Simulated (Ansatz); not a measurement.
# C on W(110): change of the work function

How does C on the hollow site change the work function of W(110) as the layer fills?

Main program and level: Ansatz 0.2.0; plane-wave DFT, PBE, Ansatz PAW.

## (1) The structure

The cell holds 4 atoms: 4 W. Cell: a = 2.737 Å, b = 2.737 Å, c = 24.703 Å, α = 90.0°, β = 90.0°, γ = 70.5°. Vacuum lies along c.

## (2) The clean slab

The bare slab comes first, as the zero from which every change is counted. The two lowest layers are held at bulk places and the upper ones relax. The dipole correction removes the false field that a one-sided slab makes across the periodic vacuum, so each face gets a flat vacuum level of its own.

input.yaml

```yaml
crystal:
  lattice:
    - [2.2344574285, -1.58, 0.0]
    - [2.2344574285, 1.58, 0.0]
    - [0.0, 0.0, 24.7033722856]
  atoms:
    - { symbol: W, position: [0.0, 0.0, 0.3643227287] }
    - { symbol: W, position: [0.5, 0.5, 0.4547742429] }
    - { symbol: W, position: [0.0, 0.0, 0.5452257571] }
    - { symbol: W, position: [0.5, 0.5, 0.6356772713] }
kpoints:
  mp_grid: { grid: [12, 12, 1] }
hamiltonian:
  xc: pbe
scf:
  occupations: { method: fermi_dirac, width: 0.1 }
  convergence: { dr2_threshold: 1.0e-08 }
efield:
  axis: 3
  dipole_correction: true
  ramp_position: 0.97
  ramp_width: 0.06
relax:
  f_tol: 0.02
  max_steps: 60
  constraints: [{ sites: [0, 1] }]
output:
  write_potential: true
  write_density: true
  volumetric_format: npy
```

Run with:

```sh
ansatz run input.yaml --threads 4 --pin off --max-ram 16384MiB --backend cpu --events-out ev --progress --plain --runs-dir out
```

Standard output:

```text
Engine: ansatz 0.2.0, aarch64-unknown-linux-gnu
Pseudopotentials: kind: paw
Pseudopotential: W, paw, valence charge 14, recommended cutoff 420 eV (normal), W.paw.azcp
Functional definition: PBE
  parameter kappa = 0.804
  parameter beta = 0.066725
  exchange = pbe_x(kappa = kappa, mu = beta*pi^2/3)
  correlation = pbe_c(beta = beta)
Crystal: 4 atoms, lattice volume = 174.428 Å³
Basis set: ecut = 420 eV, 3461 PW (Γ), exchange–correlation on 40×40×360 points (8 copies of the dense FFT grid, shifted against one another)
Bands: 34, of which v1, the nominal top of the filled ones, is band 28 counted from 1 (27 counted from 0)
Symmetry: 4 space group operations
k-points: 43 of 144
Non-local potential: W, projectors of the file, l = 0: 3, l = 1: 2, l = 2: 2, l = 3: 1
PAW form: soft (Blöchl's): semilocal exchange-correlation on the pseudo side does not see the compensation charge
PAW one-centre angular grid: W, 590 points (default); XC on 64 Gauss nodes
Initial density: superposition of atomic densities (neutral atoms: chi_scale 0, normalization atom), corrected by the library's trained network
Initial wavefunctions: pseudopotential atomic-orbital guess
Functional: x = pbe(κ = 0.804, μ = 0.219515), c = pbe(β = 0.066725)
SCF iter   1: F=—  HF=-41536.547941 eV  |F-HF|=—  |Δ(HF+E_count)|=         —  Δρ=9.69e-3  dr2=1.99e0  ethr=1.77e-3  p=0.000 e·Å  D=4.83e-14 V/Å  ΔV_dip=-0.00 eV  dr2_dipole=2.75e-7  V_vac-E_F(+/−)=5.06/5.06 eV  ⟨swp⟩=7.9  Hψ=15776  notcnv=0  defer=16
efield: sawtooth ramp at fractional position 0.9700 (set: `efield.ramp_position`, or a place that a band, a saddle search or an elastic batch's reference lends), width 0.0600; the density the first Hamiltonian is built on has a dipole p = 0.000 e·Å; the dipole correction subtracts the counter field D = 4.83e-14 V/Å, which shifts the + side's vacuum level by -0.00 eV against the − side's; the planar-averaged density in the ramp window peaks in size at 1.1e-5 e/Å³
automatic band count: the SCF goes on with 40 bands, as 34 were too few: the levels above may hold too much charge
preconditioner: auto → LDOS  [metal: Δε(μ)=0.044 eV  Ē_g=6.098 eV  σ=0.100 eV  W_gap=0.11  n_scr=16 (ndim 8)  ℏωp=13.8 eV  f_vac=0.562  D(μ)=3.18/eV (n_scr^D=14)  β→1.0]
SCF iter   2: F=—  HF=-41536.463453 eV  |F-HF|=—  |Δ(HF+E_count)|=   8.45e-2  Δρ=3.80e-3  dr2=1.53e-1  ethr=1.77e-3  p=-0.000 e·Å  D=-1.41e-5 V/Å  ΔV_dip=0.00 eV  dr2_dipole=9.41e-8  V_vac-E_F(+/−)=4.91/4.91 eV  ⟨swp⟩=2.0  Hψ=2409  notcnv=0  defer=46
SCF iter   3: F=—  HF=-41536.454051 eV  |F-HF|=—  |Δ(HF+E_count)|=   9.40e-3  Δρ=7.33e-4  dr2=4.77e-3  ethr=2.73e-4  p=-0.000 e·Å  D=-5.84e-6 V/Å  ΔV_dip=0.00 eV  dr2_dipole=2.39e-8  V_vac-E_F(+/−)=4.90/4.90 eV  ⟨swp⟩=1.9  Hψ=2195  notcnv=0  defer=48
SCF iter   4: F=—  HF=-41536.453642 eV  |F-HF|=—  |Δ(HF+E_count)|=   4.09e-4  Δρ=2.26e-4  dr2=2.83e-4  ethr=8.51e-6  p=-0.000 e·Å  D=-2.80e-6 V/Å  ΔV_dip=0.00 eV  dr2_dipole=3.72e-9  V_vac-E_F(+/−)=4.90/4.90 eV  ⟨swp⟩=2.2  Hψ=2210  notcnv=0  defer=48
SCF iter   5: F=—  HF=-41536.453616 eV  |F-HF|=—  |Δ(HF+E_count)|=   2.57e-5  Δρ=8.21e-5  dr2=9.88e-6  ethr=5.05e-7  p=-0.000 e·Å  D=-1.58e-6 V/Å  ΔV_dip=0.00 eV  dr2_dipole=4.44e-10  V_vac-E_F(+/−)=4.90/4.90 eV  ⟨swp⟩=2.8  Hψ=2489  notcnv=0  defer=48
SCF iter   6: F=—  HF=-41536.453677 eV  |F-HF|=—  |Δ(HF+E_count)|=   6.09e-5  Δρ=1.85e-5  dr2=1.78e-6  ethr=1.76e-8  p=-0.000 e·Å  D=-3.96e-7 V/Å  ΔV_dip=0.00 eV  dr2_dipole=1.10e-14  V_vac-E_F(+/−)=4.90/4.90 eV  ⟨swp⟩=3.0  Hψ=2816  notcnv=0  defer=46
SCF iter   7: F=—  HF=-41536.453677 eV  |F-HF|=—  |Δ(HF+E_count)|=   1.78e-7  Δρ=5.89e-6  dr2=9.96e-8  ethr=3.18e-9  p=-0.000 e·Å  D=-1.01e-7 V/Å  ΔV_dip=0.00 eV  dr2_dipole=1.15e-12  V_vac-E_F(+/−)=4.90/4.90 eV  ⟨swp⟩=2.1  Hψ=2209  notcnv=0  defer=46
SCF iter   8: F=—  HF=-41536.453677 eV  |F-HF|=—  |Δ(HF+E_count)|=   1.72e-7  Δρ=2.09e-6  dr2=1.13e-8  ethr=1.79e-11  p=-0.000 e·Å  D=-5.65e-8 V/Å  ΔV_dip=0.00 eV  dr2_dipole=6.97e-14  V_vac-E_F(+/−)=4.90/4.90 eV  ⟨swp⟩=12.3  Hψ=12536  notcnv=0
SCF iter   9: F=-41536.453677 eV  HF=-41536.453677 eV  |F-HF|=2.90e-9  |Δ(HF+E_count)|=   2.45e-9  Δρ=6.34e-7  dr2=1.02e-9  ethr=1.79e-11  p=-0.000 e·Å  D=-1.55e-8 V/Å  ΔV_dip=0.00 eV  dr2_dipole=4.30e-15  V_vac-E_F(+/−)=4.90/4.90 eV  ⟨swp⟩=10.8  Hψ=10717  notcnv=0
SCF 1 converged in 9 iterations: F = -41536.453677 eV  dr2 = 1.02e-9
  greatest PAW one-centre occupation: 1.000 electrons in one spin orbital (limit 2), on the W atom at site 0 (counted from 0), in its partial waves of l = 0
relax step   1: F+E_penalty+E_count = -41536.45367728 eV  Δ(F+E_penalty+E_count) = +0.000e0 eV  max|allowed force component| = 6.535e-1 eV/Å  Δτ_max = 0.0000 Å  (9 SCF iters, accepted)
Bands: 40, of which v1, the nominal top of the filled ones, is band 28 counted from 1 (27 counted from 0)
Initial density: handed on by an earlier stage of this run
Initial wavefunctions: those handed on with the density
iter 1 solved again at ethr=9.58e-4 eV; its pass at ethr=3.10e-3 eV (dr2=5.36e-1 eV) is discarded
SCF iter   1: F=—  HF=-41536.451060 eV  |F-HF|=—  |Δ(HF+E_count)|=         —  Δρ=7.55e-3  dr2=5.51e-1  ethr=9.58e-4  p=-0.000 e·Å  D=-4.98e-7 V/Å  ΔV_dip=0.00 eV  dr2_dipole=8.25e-2  V_vac-E_F(+/−)=4.92/4.92 eV  ⟨swp⟩=1.6  Hψ=6453  notcnv=0  defer=49
efield: sawtooth ramp at fractional position 0.9700 (set: `efield.ramp_position`, or a place that a band, a saddle search or an elastic batch's reference lends), width 0.0600; the density the first Hamiltonian is built on has a dipole p = -0.000 e·Å; the dipole correction subtracts the counter field D = -4.98e-7 V/Å, which shifts the + side's vacuum level by +0.00 eV against the − side's; the planar-averaged density in the ramp window peaks in size at 4.2e-6 e/Å³
preconditioner: auto → LDOS  [metal: Δε(μ)=0.008 eV  Ē_g=6.108 eV  σ=0.100 eV  W_gap=0.02  n_scr=16 (ndim 8)  ℏωp=13.8 eV  f_vac=0.561  D(μ)=3.03/eV (n_scr^D=12)  β→1.0]
SCF iter   2: F=—  HF=-41536.439067 eV  |F-HF|=—  |Δ(HF+E_count)|=   1.20e-2  Δρ=5.12e-3  dr2=1.98e-1  ethr=9.58e-4  p=0.007 e·Å  D=7.37e-3 V/Å  ΔV_dip=-0.18 eV  dr2_dipole=2.51e-3  V_vac-E_F(+/−)=4.72/4.90 eV  ⟨swp⟩=2.7  Hψ=2768  notcnv=0  defer=49
SCF iter   3: F=—  HF=-41536.411540 eV  |F-HF|=—  |Δ(HF+E_count)|=   2.75e-2  Δρ=1.14e-3  dr2=8.39e-3  ethr=3.53e-4  p=0.005 e·Å  D=5.11e-3 V/Å  ΔV_dip=-0.13 eV  dr2_dipole=6.86e-5  V_vac-E_F(+/−)=4.79/4.91 eV  ⟨swp⟩=2.4  Hψ=2949  notcnv=0  defer=49
[...]
SCF iter   3: F=—  HF=-41536.467263 eV  |F-HF|=—  |Δ(HF+E_count)|=   1.04e-2  Δρ=8.47e-4  dr2=5.12e-3  ethr=1.42e-4  p=0.004 e·Å  D=4.30e-3 V/Å  ΔV_dip=-0.11 eV  dr2_dipole=4.39e-5  V_vac-E_F(+/−)=4.79/4.90 eV  ⟨swp⟩=2.6  Hψ=3087  notcnv=0  defer=49
SCF iter   4: F=—  HF=-41536.466247 eV  |F-HF|=—  |Δ(HF+E_count)|=   1.02e-3  Δρ=1.79e-4  dr2=1.18e-4  ethr=9.14e-6  p=0.004 e·Å  D=3.68e-3 V/Å  ΔV_dip=-0.09 eV  dr2_dipole=5.74e-7  V_vac-E_F(+/−)=4.81/4.90 eV  ⟨swp⟩=2.5  Hψ=2483  notcnv=0  defer=49
SCF iter   5: F=—  HF=-41536.466260 eV  |F-HF|=—  |Δ(HF+E_count)|=   1.35e-5  Δρ=5.43e-5  dr2=8.97e-6  ethr=2.11e-7  p=0.003 e·Å  D=3.19e-3 V/Å  ΔV_dip=-0.08 eV  dr2_dipole=8.65e-7  V_vac-E_F(+/−)=4.82/4.90 eV  ⟨swp⟩=2.2  Hψ=2723  notcnv=0  defer=49
SCF iter   6: F=—  HF=-41536.466316 eV  |F-HF|=—  |Δ(HF+E_count)|=   5.58e-5  Δρ=1.68e-5  dr2=2.41e-6  ethr=1.60e-8  p=0.003 e·Å  D=2.93e-3 V/Å  ΔV_dip=-0.07 eV  dr2_dipole=2.53e-8  V_vac-E_F(+/−)=4.83/4.90 eV  ⟨swp⟩=2.8  Hψ=3011  notcnv=0  defer=49
SCF iter   7: F=—  HF=-41536.466316 eV  |F-HF|=—  |Δ(HF+E_count)|=   9.87e-8  Δρ=6.68e-6  dr2=1.22e-7  ethr=4.30e-9  p=0.003 e·Å  D=2.81e-3 V/Å  ΔV_dip=-0.07 eV  dr2_dipole=1.60e-9  V_vac-E_F(+/−)=4.83/4.90 eV  ⟨swp⟩=2.0  Hψ=2145  notcnv=0  defer=49
SCF iter   8: F=—  HF=-41536.466316 eV  |F-HF|=—  |Δ(HF+E_count)|=   1.35e-7  Δρ=2.67e-6  dr2=2.96e-8  ethr=2.18e-10  p=0.003 e·Å  D=2.77e-3 V/Å  ΔV_dip=-0.07 eV  dr2_dipole=8.00e-10  V_vac-E_F(+/−)=4.83/4.90 eV  ⟨swp⟩=3.0  Hψ=3071  notcnv=0  defer=49
SCF iter   9: F=-41536.466316 eV  HF=-41536.466316 eV  |F-HF|=3.74e-9  |Δ(HF+E_count)|=   1.98e-8  Δρ=7.34e-7  dr2=1.32e-9  ethr=1.79e-11  p=0.003 e·Å  D=2.76e-3 V/Å  ΔV_dip=-0.07 eV  dr2_dipole=5.96e-13  V_vac-E_F(+/−)=4.83/4.90 eV  ⟨swp⟩=11.1  Hψ=11214  notcnv=0
SCF 3 converged in 9 iterations: F = -41536.466316 eV  dr2 = 1.32e-9
relax step   3: F+E_penalty+E_count = -41536.46631625 eV  Δ(F+E_penalty+E_count) = -1.264e-2 eV  max|allowed force component| = 9.000e-2 eV/Å  Δτ_max = 0.0345 Å  (9 SCF iters, accepted)
SCF iter   1: F=—  HF=-41536.467006 eV  |F-HF|=—  |Δ(HF+E_count)|=         —  Δρ=7.95e-4  dr2=4.51e-3  ethr=1.73e-4  p=0.003 e·Å  D=2.76e-3 V/Å  ΔV_dip=-0.07 eV  dr2_dipole=5.29e-4  V_vac-E_F(+/−)=4.83/4.90 eV  ⟨swp⟩=2.1  Hψ=2956  notcnv=0  defer=49
efield: sawtooth ramp at fractional position 0.9700 (set: `efield.ramp_position`, or a place that a band, a saddle search or an elastic batch's reference lends), width 0.0600; the density the first Hamiltonian is built on has a dipole p = 0.003 e·Å; the dipole correction subtracts the counter field D = 2.76e-3 V/Å, which shifts the + side's vacuum level by -0.07 eV against the − side's; the planar-averaged density in the ramp window peaks in size at 2.5e-6 e/Å³
preconditioner: auto → LDOS  [metal: Δε(μ)=0.042 eV  Ē_g=6.069 eV  σ=0.100 eV  W_gap=0.10  n_scr=16 (ndim 8)  ℏωp=13.8 eV  f_vac=0.561  D(μ)=3.08/eV (n_scr^D=14)  β→1.0]
SCF iter   2: F=—  HF=-41536.466782 eV  |F-HF|=—  |Δ(HF+E_count)|=   2.25e-4  Δρ=3.58e-4  dr2=1.22e-3  ethr=8.05e-6  p=0.002 e·Å  D=2.05e-3 V/Å  ΔV_dip=-0.05 eV  dr2_dipole=4.65e-5  V_vac-E_F(+/−)=4.85/4.90 eV  ⟨swp⟩=2.0  Hψ=2582  notcnv=0  defer=49
SCF iter   3: F=—  HF=-41536.466693 eV  |F-HF|=—  |Δ(HF+E_count)|=   8.84e-5  Δρ=1.37e-4  dr2=1.44e-4  ethr=2.17e-6  p=0.002 e·Å  D=2.31e-3 V/Å  ΔV_dip=-0.06 eV  dr2_dipole=1.26e-5  V_vac-E_F(+/−)=4.84/4.90 eV  ⟨swp⟩=2.0  Hψ=2277  notcnv=0  defer=49
SCF iter   4: F=—  HF=-41536.466668 eV  |F-HF|=—  |Δ(HF+E_count)|=   2.55e-5  Δρ=3.26e-5  dr2=6.82e-6  ethr=2.57e-7  p=0.002 e·Å  D=2.20e-3 V/Å  ΔV_dip=-0.05 eV  dr2_dipole=8.20e-7  V_vac-E_F(+/−)=4.84/4.90 eV  ⟨swp⟩=3.4  Hψ=3097  notcnv=0  defer=49
SCF iter   5: F=—  HF=-41536.466723 eV  |F-HF|=—  |Δ(HF+E_count)|=   5.51e-5  Δρ=1.10e-5  dr2=2.53e-7  ethr=1.22e-8  p=0.002 e·Å  D=2.19e-3 V/Å  ΔV_dip=-0.05 eV  dr2_dipole=5.43e-9  V_vac-E_F(+/−)=4.84/4.90 eV  ⟨swp⟩=2.5  Hψ=2375  notcnv=0  defer=49
SCF iter   6: F=—  HF=-41536.466723 eV  |F-HF|=—  |Δ(HF+E_count)|=   2.64e-7  Δρ=4.53e-6  dr2=3.51e-8  ethr=4.52e-10  p=0.002 e·Å  D=2.20e-3 V/Å  ΔV_dip=-0.05 eV  dr2_dipole=1.68e-10  V_vac-E_F(+/−)=4.84/4.90 eV  ⟨swp⟩=2.8  Hψ=3016  notcnv=0  defer=49
SCF iter   7: F=-41536.466723 eV  HF=-41536.466723 eV  |F-HF|=5.69e-9  |Δ(HF+E_count)|=   7.88e-8  Δρ=1.73e-6  dr2=9.35e-9  ethr=1.79e-11  p=0.002 e·Å  D=2.20e-3 V/Å  ΔV_dip=-0.05 eV  dr2_dipole=1.03e-12  V_vac-E_F(+/−)=4.84/4.90 eV  ⟨swp⟩=11.5  Hψ=11409  notcnv=0
SCF 4 converged in 7 iterations: F = -41536.466723 eV  dr2 = 9.35e-9
relax step   4: F+E_penalty+E_count = -41536.46672319 eV  Δ(F+E_penalty+E_count) = -4.069e-4 eV  max|allowed force component| = 1.129e-2 eV/Å  Δτ_max = 0.0139 Å  (7 SCF iters, accepted)
NSCF: frozen V_eff on 43 k-points
the band table was solved once a step of the walk had ended and its energy, with any forces and stress, was formed, with the checks that follow a solve (9071 applications of the Hamiltonian). They found nothing against the state; the energy, forces and stress were not computed again (output.eigenvalues in the input reference)
WARN: The output density's exchange-correlation potential varies sharply where the density is thin. Do not read a vacuum level from v_tot or v_xc, or from such a field of the output density. On a cell that repeats whose density bears no net charge and no dipole along the vacuum's axis use v_es (v_loc + v_h of the components); under efield.dipole_correction with no amplitude use v_es + v_field, which holds any externa [...]
SCF converged after 7 iterations
Free energy (F): -41536.466723 eV
Harris-Foulkes:  -41536.466723 eV  (|F-HF|=5.69e-9)
Internal energy: -41536.366955 eV  (E = F + TS)
E sigma→0 (E₀):  -41536.416839 eV
Entropy (-TS):   -0.099768 eV (-24.942 meV/atom)
Fermi energy:    5.203880 eV
Dipole field:    D = 0.002197 V/Å  (p = 0.002118 e·Å, saw-weighted, corrected)
Work function:   Φ+ = 4.8447 eV   Φ− = 4.8989 eV
Levels:          The Fermi level and band energies are counted from a zero that moves with the ramp; work functions are not
--- Per-component energies (eV) ---
  E_band       = -1291.057248
  E_kinetic    = 1792.505388
  E_local      = -71121.558076  (includes V_loc(G=0)·N_el)
  E_nonlocal   = 4.576205
  E_hartree    = 34741.224890
  E_xc         = -1063.352008
  E_vxc        = -949.335306  (∫ρ·V_xc dr)
  E_paw        = -34249.938995  (= ΣΔE_a)
  E_vpaw       = -499.704010  (= ΣTr[D̂ρ^β])
  E_aug_tail   = -0.000235  (compensation charges beyond the density's cutoff)
  E_efield     = 0.000002  (sawtooth field / dipole correction)
  E_vefield    = -0.001025  (∫n·V_field dr)
  E_ewald      = 28360.175874
  E_smearing   = -0.099768  (= −TS)
  E_closure    = -0.000000  (closes the sum)
  Σ components = -41536.466723   (vs F -41536.466723, Δ=0.00e0)
--- Forces (eV/Å), atoms counted from 1 ---
  atom   1  W      0.00000000     0.00000000     0.36117714
  atom   2  W      0.00000000    -0.00000000    -0.34159757
  atom   3  W      0.00000000    -0.00000000    -0.00830034
  atom   4  W      0.00000000    -0.00000000    -0.01129449
  max |Σ_I F_I| component: 1.53e-5 eV/Å
--- Band table (eV; the first three rows and the last of 43) ---
  k-point 0: bands = [... 24 lower, 3.7540, 3.7892, 3.9762, 4.5401, 4.8127, 5.7605, 6.0199, 6.9297, ... 8 higher]
  k-point 1: bands = [... 24 lower, 3.5720, 3.7614, 4.1231, 4.4811, 4.8136, 5.3411, 6.2452, 6.7515, ... 8 higher]
  k-point 2: bands = [... 24 lower, 3.3977, 3.5331, 3.9616, 4.3822, 4.9156, 5.2947, 6.6226, 6.6532, ... 8 higher]
  k-point 42: bands = [... 24 lower, 3.7933, 5.7375, 5.8442, 6.2645, 6.3571, 6.8712, 7.2505, 8.8378, ... 8 higher]
--- Relaxed structure (4 steps of the walk, 3 accepted, 0 SCFs on fresh bases) ---
  F+E_penalty+E_count = -41536.46672319 eV   max|allowed force component| = 1.129e-2 eV/Å
  atoms:
    - { symbol: W, position: [0.0, 0.0, 0.3643227287] }
    - { symbol: W, position: [0.5, 0.5, 0.4547742429] }
    - { symbol: W, position: [-6.653931e-19, 6.653931e-19, 0.546759] }
    - { symbol: W, position: [0.5, 0.5, 0.635499] }
```

Wall time 31 s (4 threads of Arm Neoverse V1, shared host); peak memory 0.59 GiB; 2 min of CPU time.

Step by step:

| step | energy less that of the first step (eV) | largest force component (eV/Å) |
| --- | --- | --- |
| 1 | 0.0000 | 0.6535 |
| 2 | 0.0440 | 1.3654 |
| 3 | -0.0126 | 0.0900 |
| 4 | -0.0130 | 0.0113 |

Relaxation step 2 was tried and not accepted.

The run keeps the 4 symmetry operations that the program found, so distortions that break them were not tested.

The atoms that moved most (Å):

| atom | dx | dy | dz | length |
| --- | --- | --- | --- | --- |
| W3 | 0.000 | 0.000 | 0.038 | 0.038 |

Final coordinates:

```cif
data_structure
_symmetry_space_group_name_H-M 'P 1'
_symmetry_Int_Tables_number 1
_cell_length_a 2.7366
_cell_length_b 2.7366
_cell_length_c 24.7034
_cell_angle_alpha 90.000
_cell_angle_beta 90.000
_cell_angle_gamma 70.529
_cell_volume 174.43
loop_
_atom_site_label
_atom_site_type_symbol
_atom_site_fract_x
_atom_site_fract_y
_atom_site_fract_z
_atom_site_occupancy
W1 W 0.00000 0.00000 0.36432 1
W2 W 0.50000 0.50000 0.45477 1
W3 W 0.00000 0.00000 0.54676 1
W4 W 0.50000 0.50000 0.63550 1
```

Numbers from this step:

```yaml
energy_at_zero_smearing: -41536.4168 eV
work_function_upper_face: 4.845 eV
work_function_lower_face: 4.899 eV
dipole_along_the_normal: 0.002118 e·Å
step_between_the_vacuum_levels: -0.05428 eV
```

Running mean over 2.234 Å of the planar mean; the ramp of the sawtooth is left out. Electron's electrostatic potential energy less the Fermi level against z:

| z (Å) | electron's electrostatic potential energy less the Fermi level (eV) |
| --- | --- |
| 4 | 4.90 |
| 5 | 4.89 |
| 6 | 4.75 |
| 7 | 3.30 |
| 8 | -5.75 |
| 9 | -12.2 |
| 10 | -12.6 |
| 11 | -12.7 |
| 12 | -12.5 |
| 13 | -12.6 |
| 14 | -13.0 |
| 15 | -12.9 |
| 16 | -11.5 |
| 17 | -2.27 |
| 18 | 4.06 |
| 19 | 4.78 |
| 20 | 4.84 |
| 21 | 4.84 |

The relaxation took 4 steps and lowered the energy by 0.013 eV; the largest force on the free atoms ends at 0.011 eV/Å.

The work function of the upper face is 4.84 eV.

(Continued in part 2 of 4.)

[Long decimals in the printed logs are rounded to 6 places.]

[Logs are printed without paths, hosts, clocks, repeated set-up lines and the standing remarks that a program may print on its own settings, such as how far it seeks lower states.]

[Hosts, paths, dates, database ids (printed as entryN), source tags and the programs' standing remarks are cut or masked in the printed files.]

[Maps of the electrostatic potential energy from Ansatz leave out the sawtooth potential of an applied field or a dipole correction, so their vacuum need not be flat; planar profiles and work functions include it.]
